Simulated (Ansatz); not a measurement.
# Kohn anomalies in Sb (Pm-3m)

Aim: see how the phonons of Sb (Pm-3m) along the first symmetry line respond to the electronic smearing. The first relaxation steps of the session are not shown, so no cell shown is the starting entry, unless a step says so.

Calculated with Ansatz 0.2.0; DFT PBEsol, scalar-relativistic, plane waves, PAW.

Most raw output is cut from this account.

This is not the structure that Sb takes at ambient pressure and room temperature (space group No. 166); it is a model or a phase of other conditions.

## 1. The cell after earlier relaxation steps

The structure is cubic, space group Pm-3m (No. 221). Conventional cell: a = 3.059 Å, b = 3.059 Å, c = 3.059 Å, α = 90.00°, β = 90.00°, γ = 90.00°. Nearest to Sb lie 6 Sb at 3.06 Å.

## 2. Relaxation

The cell moved far, so the relaxation is started again from the new cell to confirm it. Earlier relaxation steps are not shown.

input.yaml reads:

```yaml
crystal:
  lattice:
    - [3.058727093, 0.0, 0.0]
    - [0.0, 3.058727093, 0.0]
    - [0.0, 0.0, 3.058727093]
  atoms:
    - { symbol: Sb, position: [0.0, 0.0, 0.0] }
kpoints:
  mp_grid: { grid: [10, 10, 10] }
hamiltonian:
  xc: pbesol
scf:
  occupations: { method: gaussian, width: 0.1 }
output:
  forces: true
  stress: true
  eigenvalues: true
  write_density: true
  write_potential: true
  elf: true
  volumetric_format: npy
relax:
  adjacent_minimum: "off"
  f_tol: 0.005
  max_steps: 80
  cell: { stress_tol: 0.05 }
```

Command:

```console
$ ansatz run input.yaml --threads 4 --pin off --max-ram 8192MiB --backend cpu --events-out ev --progress --plain --runs-dir out
```

The job ended after 0.87 s (4 threads of Arm Neoverse V2, shared host; peak memory 0.3 GiB).

Little changed from the start: no atom moved by 0.005 Å and no cell edge by 0.1 %.

Numbers from this step:

| Item | Value |
| --- | --- |
| pressure | -0.03320 GPa |
| volume per atom | 28.62 Å³ |
| metallic on mesh | yes |
| gap on the k-mesh | 0 eV |

Electrostatic potential energy in the ac plane at fractional y = 0.000, with atoms of Sb within 0.2 Å of it. With pseudopotentials it is smooth inside the atoms' cores, unlike the true potential.

Ten even steps from '0' (-18 eV) to '9' (13 eV):
```
0000036888630000
0000147888741000
0001368898863100
0013578999875310
3346789999987643
6678899999998876
8888999999999888
8889999999999988
8888999999999888
6678899999998876
3346789999987643
0013578999875310
0001368898863100
0000147888741000
0000036888630000
0000036888630000
```
Columns run along a (3.1 Å; values clipped at the 3rd and 97th percentile), rows up along c (3.1 Å). Atoms in or near the plane, at fractional coordinates: Sb at (0.00, 0.00).

Valence density in the ac plane at fractional y = 0.000, with atoms of Sb within 0.2 Å of it. It is the smooth field of the valence electrons, not physical close to the nuclei.

Ten steps, logarithmic in the rise over the least value, from '_' (0 e/Å³) to '@' (23 e/Å³):
```
@@@@##++--::..........::--++##@@
%%##**==--::..........::--==**##
**++==--::......__......::--==++
==----::....__________....::----
::::::....______________....::::
........__________________......
........__________________......
......______________________....
........__________________......
........__________________......
::::::....______________....::::
==----::....__________....::----
**++==--::......__......::--==++
%%##**==--::..........::--==**##
@@@@##++--::..........::--++##@@
@@@@%%**==::..........::==**%%@@
```
Columns run along a (3.1 Å), rows up along c (3.1 Å). Atoms in or near the plane, at fractional coordinates: Sb at (0.00, 0.00).

ELF in the ac plane at fractional y = 0.000, with atoms of Sb within 0.2 Å of it. It is the smooth field of the valence electrons, not physical close to the nuclei.

Ten even steps from '_' (0.00) to '@' (0.57):
```
______::++**%%@@@@@@%%**++::____
____..==****%%@@@@@@%%****==..__
..::==++**##%%%%##%%%%##**++==::
++++******##%%##**##%%##******++
******####%%**++==++**%%####****
%%%%%%%%%%**==--::--==**%%%%%%%%
@@@@@@%%##++--::..::--++##%%@@@@
@@@@@@##**==::......::==**##@@@@
@@@@@@%%##++--::..::--++##%%@@@@
%%%%%%%%%%**==--::--==**%%%%%%%%
******####%%**++==++**%%####****
++++******##%%##**##%%##******++
..::==++**##%%%%##%%%%##**++==::
____..==****%%@@@@@@%%****==..__
______::++**%%@@@@@@%%**++::____
______..++**%%@@@@@@%%**++..____
```
Columns run along a (3.1 Å), rows up along c (3.1 Å). Atoms in or near the plane, at fractional coordinates: Sb at (0.00, 0.00).

The largest force is now zero by symmetry and the largest stress component 0.033 GPa, small enough for phonons.

## 3. Wavevectors along a line: Fermi–Dirac smearing of 0.1 eV

The smearing blurs the Fermi surface that screens the phonons; a Fermi–Dirac width is an electronic temperature.

input.yaml, the sections that differ from step 2:

```yaml
kpoints:
  mp_grid: { grid: [16, 16, 16] }
scf:
  occupations: { method: fermi_dirac, width: 0.1 }
output:
  eigenvalues: true
phonons:
  method: dfpt
  qpoints:
    - [0.0, 0.0625, 0.0]
    - [0.0, 0.1875, 0.0]
    - [0.0, 0.3125, 0.0]
    - [0.0, 0.4375, 0.0]
# crystal, hamiltonian: as in step 2
# relax: removed
```

The job ended after 47 s (4 threads; peak memory 1.3 GiB).

Each wavevector solved by linear response. The frequency by |q| along the line:

```csv
|q| along the line (Å⁻¹),mode 1 = mode 2 (cm⁻¹),mode 3 (cm⁻¹)
0.128,9.27,31.5
0.385,25.5,85.4
0.642,34.2,109
0.899,34.9,108
```

## 4. Wavevectors along a line: Fermi–Dirac smearing of 0.25 eV

Each wavevector is solved by itself, so no interpolation smooths a dip of the branch.

Changes to input.yaml since step 3:

```diff
@@ -12,3 +12,3 @@
 scf:
-  occupations: { method: fermi_dirac, width: 0.1 }
+  occupations: { method: fermi_dirac, width: 0.25 }
 output:
```

Wider smearing eases the sum over k-points of a metal but moves the result away from its zero-temperature value.

It took 49 s on 4 threads; peak memory 1.3 GiB; 3.1 min of CPU time.

Each wavevector solved by linear response. Frequency against |q| along the line:

```csv
|q| along the line (Å⁻¹),mode 1 = mode 2 (cm⁻¹),mode 3 (cm⁻¹)
0.128,8.43,31.2
0.385,23.9,85.1
0.642,32.9,111
0.899,33.6,105
```

Against step 3 (now smearing width 0.25 eV), the free energy moves by -42.9 meV an atom.

## 5. Wavevectors along a line: Fermi–Dirac smearing of 0.04 eV

Changes to input.yaml since step 4:

```diff
@@ -12,3 +12,3 @@
 scf:
-  occupations: { method: fermi_dirac, width: 0.25 }
+  occupations: { method: fermi_dirac, width: 0.04 }
 output:
```

Narrower smearing comes nearer the zero-temperature value but asks more of the mesh.

The job ended after 47 s (4 threads; peak memory 1.2 GiB; 3 min of CPU time).

Each wavevector solved by linear response. Frequency against |q| along the line:

```csv
|q| along the line (Å⁻¹),mode 1 = mode 2 (cm⁻¹),mode 3 (cm⁻¹)
0.128,9.68,32.8
0.385,26.0,87.2
0.642,34.6,108
0.899,35.5,112
```

Against step 3 (now smearing width 0.04 eV), the free energy moves by +5.5 meV an atom.

## 6. Phonons along a line: Methfessel–Paxton smearing of 0.2 eV

Changes to input.yaml since step 5:

```diff
@@ -12,3 +12,3 @@
 scf:
-  occupations: { method: fermi_dirac, width: 0.04 }
+  occupations: { method: methfessel_paxton, width: 0.2 }
 output:
```

Elapsed: 48 s, on 4 threads; peak memory 1.3 GiB.

Each wavevector solved by linear response. The frequency by |q| along the line:

```csv
|q| along the line (Å⁻¹),mode 1 = mode 2 (cm⁻¹),mode 3 (cm⁻¹)
0.128,9.71,32.5
0.385,26.1,86.7
0.642,34.7,108
0.899,35.6,112
```

Against step 3 (now occupations Methfessel-Paxton and smearing width 0.2 eV), the free energy moves by +7.0 meV an atom.

## 7. The lowest branch at each setting

Table of lowest frequency by |q| along the line:

```csv
|q| along the line (Å⁻¹),"fermi dirac 0.1 eV, k 16x16x16 (cm⁻¹)","fermi dirac 0.25 eV, k 16x16x16 (cm⁻¹)","fermi dirac 0.04 eV, k 16x16x16 (cm⁻¹)","methfessel paxton 0.2 eV, k 16x16x16 (cm⁻¹)"
0.128,9.27,8.43,9.68,9.71
0.385,25.5,23.9,26.0,26.1
0.642,34.2,32.9,34.6,34.7
0.899,34.9,33.6,35.5,35.6
```

## 8. Outcome

```json
{
  "phonon run of the rows without a label of their own": "PBEsol, k 16×16×16",
  "lowest branch at the last solved point, Fermi–Dirac 0.1 eV": "34.9 cm⁻¹ at |q| = 0.899 Å⁻¹",
  "lowest branch at the last solved point, Fermi–Dirac 0.25 eV": "33.6 cm⁻¹ at |q| = 0.899 Å⁻¹",
  "lowest branch at the last solved point, Fermi–Dirac 0.04 eV": "35.5 cm⁻¹ at |q| = 0.899 Å⁻¹",
  "lowest branch at the last solved point, Methfessel–Paxton 0.2 eV": "35.6 cm⁻¹ at |q| = 0.899 Å⁻¹"
}
```

In words: No branch softens by more than 4 % of the top frequency as the smearing narrows, so no anomaly that hangs on the smearing shows at these points. The line holds 4 wavevectors, so a narrow dip between them would be missed. Between Fermi–Dirac 0.25 eV and Fermi–Dirac 0.04 eV the largest change, with modes counted by rank of frequency, is in mode 3 at |q| = 0.899 Å⁻¹, from 105 to 112 cm⁻¹. Where branches cross, a count by rank can hide a softening. At the narrowest width the k mesh may not resolve the Fermi surface, so part of the change can be mesh noise.

[Logs are printed without paths, hosts, clocks, repeated set-up lines and the standing remarks that a program may print on its own settings, such as how far it seeks lower states.]

[Hosts, paths, dates, database ids (printed as entryN), source tags and the programs' standing remarks are cut or masked in the printed files.]
